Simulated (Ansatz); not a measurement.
## Cs on Ti(0001): change of the work function

How does one ordered layer of Cs (fcc site) change the work function of Ti(0001), and what dipole does each adsorbate carry?

Calculated with Ansatz 0.2.0; plane-wave DFT, PBE, Ansatz PAW.

## (1) Starting point

The cell holds 4 atoms: 4 Ti. Cell: a = 2.950 Å, b = 2.950 Å, c = 25.027 Å, α = 90.0°, β = 90.0°, γ = 60.0°. Vacuum lies along c.

## (2) The clean slab

The bare slab comes first, as the zero from which every change is counted. The two lowest layers are held at bulk places and the upper ones relax. The dipole correction removes the false field that a one-sided slab makes across the periodic vacuum, so each face gets a flat vacuum level of its own.

Input file input.yaml:

```yaml
crystal:
  lattice:
    - [2.95, 0.0, 0.0]
    - [1.475, 2.5547749412, 0.0]
    - [0.0, 0.0, 25.0269]
  atoms:
    - { symbol: Ti, position: [0.6666666667, 0.6666666667, 0.3596130564] }
    - { symbol: Ti, position: [0.0, 0.0, 0.4532043521] }
    - { symbol: Ti, position: [0.6666666667, 0.6666666667, 0.5467956479] }
    - { symbol: Ti, position: [0.0, 0.0, 0.6403869436] }
kpoints:
  mp_grid: { grid: [12, 12, 1] }
hamiltonian:
  xc: pbe
scf:
  occupations: { method: fermi_dirac, width: 0.1 }
  convergence: { dr2_threshold: 1.0e-08 }
efield:
  axis: 3
  dipole_correction: true
  ramp_position: 0.97
  ramp_width: 0.06
relax:
  f_tol: 0.02
  max_steps: 60
  constraints: [{ sites: [0, 1] }]
output:
  write_potential: true
  write_density: true
  volumetric_format: npy
```

On the command line:

```bash
$ ansatz run input.yaml --threads 2 --pin off --max-ram 3072MiB --backend cpu --events-out ev --progress --plain --runs-dir out
```

The program printed:

```text
Engine: ansatz 0.2.0, aarch64-unknown-linux-gnu
Pseudopotentials: kind: paw
Pseudopotential: Ti, paw, valence charge 12, recommended cutoff 420 eV (normal), Ti.paw.azcp
Functional definition: PBE
  parameter kappa = 0.804
  parameter beta = 0.066725
  exchange = pbe_x(kappa = kappa, mu = beta*pi^2/3)
  correlation = pbe_c(beta = beta)
Crystal: 4 atoms, lattice volume = 188.617 Å³
Basis set: ecut = 420 eV, 3611 PW (Γ), exchange–correlation on 40×40×360 points (8 copies of the dense FFT grid, shifted against one another)
Bands: 29, of which v1, the nominal top of the filled ones, is band 24 counted from 1 (23 counted from 0)
Symmetry: 6 space group operations
k-points: 19 of 144 (time reversal used)
Non-local potential: Ti, projectors of the file, l = 0: 3, l = 1: 2, l = 2: 3, l = 3: 1
PAW form: soft (Blöchl's): semilocal exchange-correlation on the pseudo side does not see the compensation charge
PAW one-centre angular grid: Ti, 590 points (default); XC on 64 Gauss nodes
Initial density: superposition of atomic densities (neutral atoms: chi_scale 0, normalization atom), corrected by the library's trained network
Initial wavefunctions: pseudopotential atomic-orbital guess
Functional: x = pbe(κ = 0.804, μ = 0.219515), c = pbe(β = 0.066725)
SCF iter   1: F=—  HF=-9996.827743 eV  |F-HF|=—  |Δ(HF+E_count)|=         —  Δρ=6.22e-3  dr2=3.89e-1  ethr=1.77e-3  p=0.000 e·Å  D=5.72e-14 V/Å  ΔV_dip=-0.00 eV  dr2_dipole=9.47e-6  V_vac-E_F(+/−)=4.09/4.09 eV  ⟨swp⟩=7.0  Hψ=5629  notcnv=0
efield: sawtooth ramp at fractional position 0.9700 (set: `efield.ramp_position`, or a place that a band, a saddle search or an elastic batch's reference lends), width 0.0600; the density the first Hamiltonian is built on has a dipole p = 0.000 e·Å; the dipole correction subtracts the counter field D = 5.72e-14 V/Å, which shifts the + side's vacuum level by -0.00 eV against the − side's; the planar-averaged density in the ramp window peaks in size at 3.0e-5 e/Å³
automatic band count: the SCF goes on with 34 bands, as 29 were too few: the levels above may hold too much charge
preconditioner: auto → LDOS  [metal: Δε(μ)=0.033 eV  Ē_g=2.762 eV  σ=0.100 eV  W_gap=0.08  n_scr=16 (ndim 8)  ℏωp=10.8 eV  f_vac=0.550  D(μ)=8.41/eV (n_scr^D=88)  β→1.0]
SCF iter   2: F=—  HF=-9996.820566 eV  |F-HF|=—  |Δ(HF+E_count)|=   7.18e-3  Δρ=2.07e-3  dr2=1.66e-2  ethr=8.11e-4  p=-0.000 e·Å  D=-3.83e-5 V/Å  ΔV_dip=0.00 eV  dr2_dipole=2.48e-6  V_vac-E_F(+/−)=4.36/4.36 eV  ⟨swp⟩=1.9  Hψ=850  notcnv=0
SCF iter   3: F=—  HF=-9996.820324 eV  |F-HF|=—  |Δ(HF+E_count)|=   2.42e-4  Δρ=7.15e-4  dr2=2.59e-3  ethr=3.45e-5  p=-0.000 e·Å  D=-4.47e-5 V/Å  ΔV_dip=0.00 eV  dr2_dipole=9.89e-8  V_vac-E_F(+/−)=4.36/4.36 eV  ⟨swp⟩=2.1  Hψ=828  notcnv=0
SCF iter   4: F=—  HF=-9996.820197 eV  |F-HF|=—  |Δ(HF+E_count)|=   1.27e-4  Δρ=1.83e-4  dr2=7.43e-5  ethr=5.40e-6  p=-0.000 e·Å  D=-7.22e-6 V/Å  ΔV_dip=0.00 eV  dr2_dipole=6.11e-7  V_vac-E_F(+/−)=4.39/4.39 eV  ⟨swp⟩=2.0  Hψ=788  notcnv=0
SCF iter   5: F=—  HF=-9996.820290 eV  |F-HF|=—  |Δ(HF+E_count)|=   9.35e-5  Δρ=1.05e-4  dr2=4.27e-5  ethr=1.55e-7  p=-0.000 e·Å  D=-6.02e-6 V/Å  ΔV_dip=0.00 eV  dr2_dipole=2.12e-9  V_vac-E_F(+/−)=4.40/4.40 eV  ⟨swp⟩=3.4  Hψ=1270  notcnv=0
SCF iter   6: F=—  HF=-9996.820296 eV  |F-HF|=—  |Δ(HF+E_count)|=   6.05e-6  Δρ=3.45e-5  dr2=6.91e-6  ethr=8.90e-8  p=0.000 e·Å  D=5.34e-6 V/Å  ΔV_dip=-0.00 eV  dr2_dipole=2.20e-12  V_vac-E_F(+/−)=4.41/4.41 eV  ⟨swp⟩=2.2  Hψ=859  notcnv=0
SCF iter   7: F=—  HF=-9996.820326 eV  |F-HF|=—  |Δ(HF+E_count)|=   2.92e-5  Δρ=9.74e-6  dr2=2.33e-7  ethr=1.44e-8  p=0.000 e·Å  D=4.36e-6 V/Å  ΔV_dip=-0.00 eV  dr2_dipole=2.62e-10  V_vac-E_F(+/−)=4.41/4.41 eV  ⟨swp⟩=1.5  Hψ=662  notcnv=0
SCF iter   8: F=—  HF=-9996.820326 eV  |F-HF|=—  |Δ(HF+E_count)|=   3.10e-7  Δρ=4.97e-6  dr2=7.04e-8  ethr=4.84e-10  p=0.000 e·Å  D=3.41e-6 V/Å  ΔV_dip=-0.00 eV  dr2_dipole=9.53e-12  V_vac-E_F(+/−)=4.41/4.41 eV  ⟨swp⟩=3.1  Hψ=1275  notcnv=0
SCF iter   9: F=-9996.820326 eV  HF=-9996.820326 eV  |F-HF|=4.65e-9  |Δ(HF+E_count)|=   1.09e-8  Δρ=1.31e-6  dr2=3.16e-9  ethr=2.08e-11  p=0.000 e·Å  D=1.87e-6 V/Å  ΔV_dip=-0.00 eV  dr2_dipole=2.60e-11  V_vac-E_F(+/−)=4.41/4.41 eV  ⟨swp⟩=8.0  Hψ=4170  notcnv=0
SCF 1 converged in 9 iterations: F = -9996.820326 eV  dr2 = 3.16e-9
  greatest PAW one-centre occupation: 0.999 electrons in one spin orbital (limit 2), on the Ti atom at site 2 (counted from 0), in its partial waves of l = 0
relax step   1: F+E_penalty+E_count = -9996.82032589 eV  Δ(F+E_penalty+E_count) = +0.000e0 eV  max|allowed force component| = 6.136e-1 eV/Å  Δτ_max = 0.0000 Å  (9 SCF iters, accepted)
Bands: 34, of which v1, the nominal top of the filled ones, is band 24 counted from 1 (23 counted from 0)
Initial density: handed on by an earlier stage of this run
Initial wavefunctions: those handed on with the density
SCF iter   1: F=—  HF=-9997.020724 eV  |F-HF|=—  |Δ(HF+E_count)|=         —  Δρ=1.54e-2  dr2=3.23e0  ethr=3.10e-3  p=0.000 e·Å  D=6.91e-7 V/Å  ΔV_dip=-0.00 eV  dr2_dipole=2.03e-1  V_vac-E_F(+/−)=4.45/4.45 eV  ⟨swp⟩=4.8  Hψ=1854  notcnv=0
efield: sawtooth ramp at fractional position 0.9700 (set: `efield.ramp_position`, or a place that a band, a saddle search or an elastic batch's reference lends), width 0.0600; the density the first Hamiltonian is built on has a dipole p = 0.000 e·Å; the dipole correction subtracts the counter field D = 6.91e-7 V/Å, which shifts the + side's vacuum level by -0.00 eV against the − side's; the planar-averaged density in the ramp window peaks in size at 8.7e-6 e/Å³
preconditioner: auto → LDOS  [metal: Δε(μ)=0.006 eV  Ē_g=2.864 eV  σ=0.100 eV  W_gap=0.02  n_scr=16 (ndim 8)  ℏωp=10.8 eV  f_vac=0.560  D(μ)=7.32/eV (n_scr^D=62)  β→1.0]
SCF iter   2: F=—  HF=-9996.896706 eV  |F-HF|=—  |Δ(HF+E_count)|=   1.24e-1  Δρ=7.26e-3  dr2=5.18e-1  ethr=3.10e-3  p=0.018 e·Å  D=1.74e-2 V/Å  ΔV_dip=-0.44 eV  dr2_dipole=8.81e-2  V_vac-E_F(+/−)=4.00/4.43 eV  ⟨swp⟩=2.1  Hψ=1128  notcnv=0
SCF iter   3: F=—  HF=-9996.864922 eV  |F-HF|=—  |Δ(HF+E_count)|=   3.18e-2  Δρ=2.42e-3  dr2=6.44e-2  ethr=1.08e-3  p=0.007 e·Å  D=6.93e-3 V/Å  ΔV_dip=-0.17 eV  dr2_dipole=1.04e-2  V_vac-E_F(+/−)=4.26/4.43 eV  ⟨swp⟩=2.1  Hψ=988  notcnv=0
SCF iter   4: F=—  HF=-9996.859781 eV  |F-HF|=—  |Δ(HF+E_count)|=   5.14e-3  Δρ=9.85e-4  dr2=8.07e-3  ethr=1.34e-4  p=0.007 e·Å  D=6.69e-3 V/Å  ΔV_dip=-0.17 eV  dr2_dipole=2.47e-3  V_vac-E_F(+/−)=4.26/4.43 eV  ⟨swp⟩=2.1  Hψ=974  notcnv=0
SCF iter   5: F=—  HF=-9996.859575 eV  |F-HF|=—  |Δ(HF+E_count)|=   2.06e-4  Δρ=1.72e-4  dr2=9.56e-5  ethr=1.68e-5  p=0.006 e·Å  D=5.68e-3 V/Å  ΔV_dip=-0.14 eV  dr2_dipole=1.68e-5  V_vac-E_F(+/−)=4.29/4.43 eV  ⟨swp⟩=1.9  Hψ=759  notcnv=0
SCF iter   6: F=—  HF=-9996.859601 eV  |F-HF|=—  |Δ(HF+E_count)|=   2.58e-5  Δρ=9.00e-5  dr2=6.59e-5  ethr=1.99e-7  p=0.005 e·Å  D=5.13e-3 V/Å  ΔV_dip=-0.13 eV  dr2_dipole=5.10e-6  V_vac-E_F(+/−)=4.30/4.43 eV  ⟨swp⟩=2.3  Hψ=888  notcnv=0
SCF iter   7: F=—  HF=-9996.859611 eV  |F-HF|=—  |Δ(HF+E_count)|=   1.05e-5  Δρ=5.04e-5  dr2=8.15e-6  ethr=1.37e-7  p=0.005 e·Å  D=4.68e-3 V/Å  ΔV_dip=-0.12 eV  dr2_dipole=1.85e-6  V_vac-E_F(+/−)=4.31/4.43 eV  ⟨swp⟩=1.7  Hψ=678  notcnv=0
SCF iter   8: F=—  HF=-9996.859637 eV  |F-HF|=—  |Δ(HF+E_count)|=   2.62e-5  Δρ=1.65e-5  dr2=1.25e-6  ethr=1.70e-8  p=0.005 e·Å  D=4.37e-3 V/Å  ΔV_dip=-0.11 eV  dr2_dipole=3.60e-8  V_vac-E_F(+/−)=4.32/4.43 eV  ⟨swp⟩=2.5  Hψ=1023  notcnv=0
SCF iter   9: F=—  HF=-9996.859637 eV  |F-HF|=—  |Δ(HF+E_count)|=   1.30e-7  Δρ=6.35e-6  dr2=1.44e-7  ethr=2.60e-9  p=0.004 e·Å  D=4.27e-3 V/Å  ΔV_dip=-0.11 eV  dr2_dipole=6.42e-9  V_vac-E_F(+/−)=4.32/4.43 eV  ⟨swp⟩=2.1  Hψ=814  notcnv=0
SCF iter  10: F=—  HF=-9996.859637 eV  |F-HF|=—  |Δ(HF+E_count)|=   2.23e-8  Δρ=1.77e-6  dr2=1.73e-8  ethr=3.01e-10  p=0.004 e·Å  D=4.25e-3 V/Å  ΔV_dip=-0.11 eV  dr2_dipole=1.59e-9  V_vac-E_F(+/−)=4.32/4.43 eV  ⟨swp⟩=2.6  Hψ=940  notcnv=0
SCF iter  11: F=-9996.859637 eV  HF=-9996.859637 eV  |F-HF|=7.84e-10  |Δ(HF+E_count)|=   7.34e-9  Δρ=6.04e-7  dr2=2.42e-9  ethr=2.08e-11  p=0.004 e·Å  D=4.24e-3 V/Å  ΔV_dip=-0.11 eV  dr2_dipole=4.88e-10  V_vac-E_F(+/−)=4.32/4.43 eV  ⟨swp⟩=9.3  Hψ=3723  notcnv=0
SCF 2 converged in 11 iterations: F = -9996.859637 eV  dr2 = 2.42e-9
  greatest PAW one-centre occupation: 0.999 electrons in one spin orbital (limit 2), on the Ti atom at site 1 (counted from 0), in its partial waves of l = 0
relax step   2: F+E_penalty+E_count = -9996.85963750 eV  Δ(F+E_penalty+E_count) = -3.931e-2 eV  max|allowed force component| = 4.318e-1 eV/Å  Δτ_max = 0.1956 Å  (11 SCF iters, accepted)
iter 1 solved again at ethr=1.59e-3 eV; its pass at ethr=3.10e-3 eV (dr2=7.66e-1 eV) is discarded
SCF iter   1: F=—  HF=-9996.908492 eV  |F-HF|=—  |Δ(HF+E_count)|=         —  Δρ=7.69e-3  dr2=8.62e-1  ethr=1.59e-3  p=0.004 e·Å  D=4.24e-3 V/Å  ΔV_dip=-0.11 eV  dr2_dipole=4.10e-2  V_vac-E_F(+/−)=4.31/4.42 eV  ⟨swp⟩=1.0  Hψ=2302  notcnv=0
efield: sawtooth ramp at fractional position 0.9700 (set: `efield.ramp_position`, or a place that a band, a saddle search or an elastic batch's reference lends), width 0.0600; the density the first Hamiltonian is built on has a dipole p = 0.004 e·Å; the dipole correction subtracts the counter field D = 4.24e-3 V/Å, which shifts the + side's vacuum level by -0.11 eV against the − side's; the planar-averaged density in the ramp window peaks in size at 7.3e-6 e/Å³
preconditioner: auto → LDOS  [metal: Δε(μ)=0.012 eV  Ē_g=2.791 eV  σ=0.100 eV  W_gap=0.03  n_scr=16 (ndim 8)  ℏωp=10.8 eV  f_vac=0.555  D(μ)=7.84/eV (n_scr^D=74)  β→1.0]
SCF iter   2: F=—  HF=-9996.881422 eV  |F-HF|=—  |Δ(HF+E_count)|=   2.71e-2  Δρ=3.90e-3  dr2=1.36e-1  ethr=1.59e-3  p=-0.001 e·Å  D=-1.03e-3 V/Å  ΔV_dip=0.03 eV  dr2_dipole=2.98e-5  V_vac-E_F(+/−)=4.46/4.44 eV  ⟨swp⟩=2.1  Hψ=803  notcnv=0
SCF iter   3: F=—  HF=-9996.876839 eV  |F-HF|=—  |Δ(HF+E_count)|=   4.58e-3  Δρ=1.02e-3  dr2=7.96e-3  ethr=2.84e-4  p=0.001 e·Å  D=1.33e-3 V/Å  ΔV_dip=-0.03 eV  dr2_dipole=4.47e-4  V_vac-E_F(+/−)=4.39/4.43 eV  ⟨swp⟩=2.0  Hψ=893  notcnv=0
SCF iter   4: F=—  HF=-9996.876299 eV  |F-HF|=—  |Δ(HF+E_count)|=   5.40e-4  Δρ=2.15e-4  dr2=1.88e-4  ethr=1.66e-5  p=0.001 e·Å  D=1.32e-3 V/Å  ΔV_dip=-0.03 eV  dr2_dipole=4.33e-5  V_vac-E_F(+/−)=4.39/4.43 eV  ⟨swp⟩=2.0  Hψ=779  notcnv=0
SCF iter   5: F=—  HF=-9996.876315 eV  |F-HF|=—  |Δ(HF+E_count)|=   1.63e-5  Δρ=8.59e-5  dr2=4.19e-5  ethr=3.92e-7  p=0.002 e·Å  D=1.54e-3 V/Å  ΔV_dip=-0.04 eV  dr2_dipole=6.01e-6  V_vac-E_F(+/−)=4.39/4.42 eV  ⟨swp⟩=2.3  Hψ=962  notcnv=0
SCF iter   6: F=—  HF=-9996.876356 eV  |F-HF|=—  |Δ(HF+E_count)|=   4.07e-5  Δρ=3.19e-5  dr2=6.27e-6  ethr=8.73e-8  p=0.002 e·Å  D=1.75e-3 V/Å  ΔV_dip=-0.04 eV  dr2_dipole=2.45e-7  V_vac-E_F(+/−)=4.38/4.42 eV  ⟨swp⟩=2.0  Hψ=789  notcnv=0
SCF iter   7: F=—  HF=-9996.876383 eV  |F-HF|=—  |Δ(HF+E_count)|=   2.76e-5  Δρ=1.32e-5  dr2=9.85e-7  ethr=1.31e-8  p=0.002 e·Å  D=1.88e-3 V/Å  ΔV_dip=-0.05 eV  dr2_dipole=1.34e-7  V_vac-E_F(+/−)=4.38/4.42 eV  ⟨swp⟩=2.1  Hψ=797  notcnv=0
SCF iter   8: F=—  HF=-9996.876384 eV  |F-HF|=—  |Δ(HF+E_count)|=   1.86e-7  Δρ=5.15e-6  dr2=2.28e-7  ethr=2.05e-9  p=0.002 e·Å  D=1.96e-3 V/Å  ΔV_dip=-0.05 eV  dr2_dipole=1.82e-8  V_vac-E_F(+/−)=4.37/4.42 eV  ⟨swp⟩=2.0  Hψ=828  notcnv=0
SCF iter   9: F=-9996.876384 eV  HF=-9996.876384 eV  |F-HF|=6.03e-9  |Δ(HF+E_count)|=   1.34e-8  Δρ=1.62e-6  dr2=7.64e-9  ethr=2.08e-11  p=0.002 e·Å  D=1.99e-3 V/Å  ΔV_dip=-0.05 eV  dr2_dipole=3.61e-10  V_vac-E_F(+/−)=4.37/4.42 eV  ⟨swp⟩=8.6  Hψ=4602  notcnv=0
SCF 3 converged in 9 iterations: F = -9996.876384 eV  dr2 = 7.64e-9
relax step   3: F+E_penalty+E_count = -9996.87638356 eV  Δ(F+E_penalty+E_count) = -1.675e-2 eV  max|allowed force component| = 1.190e-2 eV/Å  Δτ_max = 0.0899 Å  (9 SCF iters, accepted)
NSCF: frozen V_eff on 19 k-points
the band table was solved once a step of the walk had ended and its energy, with any forces and stress, was formed, with the checks that follow a solve (2895 applications of the Hamiltonian). They found nothing against the state; the energy, forces and stress were not computed again (output.eigenvalues in the input reference)
WARN: The input density's exchange-correlation potential varies sharply where the density is thin. Do not read a vacuum level from v_tot or v_xc, or from such a field of the output density. On a cell that repeats whose density bears no net charge and no dipole along the vacuum's axis use v_es (v_loc + v_h of the components); under efield.dipole_correction with no amplitude use v_es + v_field, which holds any external [...]
SCF converged after 9 iterations
Free energy (F): -9996.876384 eV
Harris-Foulkes:  -9996.876384 eV  (|F-HF|=6.03e-9)
Internal energy: -9996.623465 eV  (E = F + TS)
E sigma→0 (E₀):  -9996.749924 eV
Entropy (-TS):   -0.252919 eV (-63.230 meV/atom)
Fermi energy:    2.290332 eV
Dipole field:    D = 0.002017 V/Å  (p = 0.002103 e·Å, saw-weighted, corrected)
Work function:   Φ+ = 4.3729 eV   Φ− = 4.4234 eV
Levels:          The Fermi level and band energies are counted from a zero that moves with the ramp; work functions are not
--- Per-component energies (eV) ---
  E_band       = -1160.708068
  E_kinetic    = 1085.706679
  E_local      = -50168.130877  (includes V_loc(G=0)·N_el)
  E_nonlocal   = 34.277154
  E_hartree    = 24527.751138
  E_xc         = -386.964371
  E_vxc        = -483.802244  (∫ρ·V_xc dr)
  E_paw        = -4190.770095  (= ΣΔE_a)
  E_vpaw       = -684.249598  (= ΣTr[D̂ρ^β])
  E_aug_tail   = 0.000492  (compensation charges beyond the density's cutoff)
  E_efield     = 0.000002  (sawtooth field / dipole correction)
  E_vefield    = 0.000915  (∫n·V_field dr)
  E_ewald      = 19101.506413
  E_smearing   = -0.252919  (= −TS)
  E_closure    = -0.000000  (closes the sum)
  Σ components = -9996.876384   (vs F -9996.876384, Δ=0.00e0)
--- Forces (eV/Å), atoms counted from 1 ---
  atom   1  Ti    -0.00000000     0.00000000     0.60717111
  atom   2  Ti     0.00000000    -0.00000000    -0.58698482
  atom   3  Ti     0.00000000     0.00000000    -0.00824489
  atom   4  Ti     0.00000000    -0.00000000    -0.01190267
  max |Σ_I F_I| component: 3.87e-5 eV/Å
--- Band table (eV; the first three rows and the last of 19) ---
  k-point 0: bands = [... 20 lower, 2.0512, 2.2819, 2.7160, 2.7943, 2.9364, 2.9364, 3.0094, 3.0094, ... 6 higher]
  k-point 1: bands = [... 20 lower, 1.9894, 2.2496, 2.5399, 2.6448, 2.8456, 2.9373, 3.0405, 3.0898, ... 6 higher]
  k-point 2: bands = [... 20 lower, 1.7486, 2.0197, 2.1514, 2.4575, 2.5617, 2.7274, 3.0024, 3.2370, ... 6 higher]
  k-point 18: bands = [... 20 lower, 1.1279, 1.5089, 1.5929, 2.2386, 2.2466, 2.3803, 2.4174, 2.5706, ... 6 higher]
--- Relaxed structure (3 steps of the walk, 3 accepted, 0 SCFs on fresh bases) ---
  F+E_penalty+E_count = -9996.87638356 eV   max|allowed force component| = 1.190e-2 eV/Å
  atoms:
    - { symbol: Ti, position: [0.666667, 0.666667, 0.3596130564] }
    - { symbol: Ti, position: [0.0, 0.0, 0.4532043521] }
    - { symbol: Ti, position: [0.666667, 0.666667, 0.549513] }
    - { symbol: Ti, position: [0, 0, 0.636167] }
```

Run time: 19 s. Hardware: 2 threads of Arm Neoverse V1, shared host; peak memory 0.43 GiB.

Relaxation path:

| step | energy less that of the first step (eV) | largest force component (eV/Å) |
| --- | --- | --- |
| 1 | 0.0000 | 0.6136 |
| 2 | -0.0393 | 0.4318 |
| 3 | -0.0561 | 0.0119 |

The run keeps the 6 symmetry operations that the program found, so distortions that break them were not tested.

The atoms that moved most (Å):

```csv
atom,dx,dy,dz,length
Ti4,0.000,0.000,-0.106,0.106
Ti3,0.000,0.000,0.068,0.068
```

The relaxed structure:

```xyz
4
Lattice="2.9500 0.0000 0.0000 1.4750 2.5548 0.0000 0.0000 0.0000 25.0269" Properties=species:S:1:pos:R:3
Ti    2.9500    1.7032    9.0000
Ti    0.0000    0.0000   11.3423
Ti    2.9500    1.7032   13.7526
Ti    0.0000    0.0000   15.9213
```

Read from the output:

- energy at zero smearing: -9996.7499 eV
- work function, upper face: 4.373 eV
- work function, lower face: 4.423 eV
- dipole along the normal: 0.002103 e·Å
- step between the vacuum levels: -0.05049 eV

Running mean over 2.342 Å of the planar mean; the ramp of the sawtooth is left out. Electron's electrostatic potential energy less the Fermi level against z:

```csv
z (Å),electron's electrostatic potential energy less the Fermi level (eV)
4,4.42
5,4.40
6,4.24
7,2.89
8,-3.13
9,-6.74
10,-6.59
11,-6.58
12,-6.38
13,-6.32
14,-6.94
15,-7.68
16,-6.81
17,-2.61
18,3.07
19,4.22
20,4.36
21,4.37
```

The relaxation took 3 steps and lowered the energy by 0.056 eV; the largest force on the free atoms ends at 0.012 eV/Å.

The work function of the upper face is 4.37 eV.

[end of part 1 of 2]

[Long decimals in the printed logs are rounded to 6 places.]

[Logs are printed without paths, hosts, clocks, repeated set-up lines and the standing remarks that a program may print on its own settings, such as how far it seeks lower states.]

[Hosts, paths, dates, database ids (printed as entryN), source tags and the programs' standing remarks are cut or masked in the printed files.]

[Maps of the electrostatic potential energy from Ansatz leave out the sawtooth potential of an applied field or a dipole correction, so their vacuum need not be flat; planar profiles and work functions include it.]
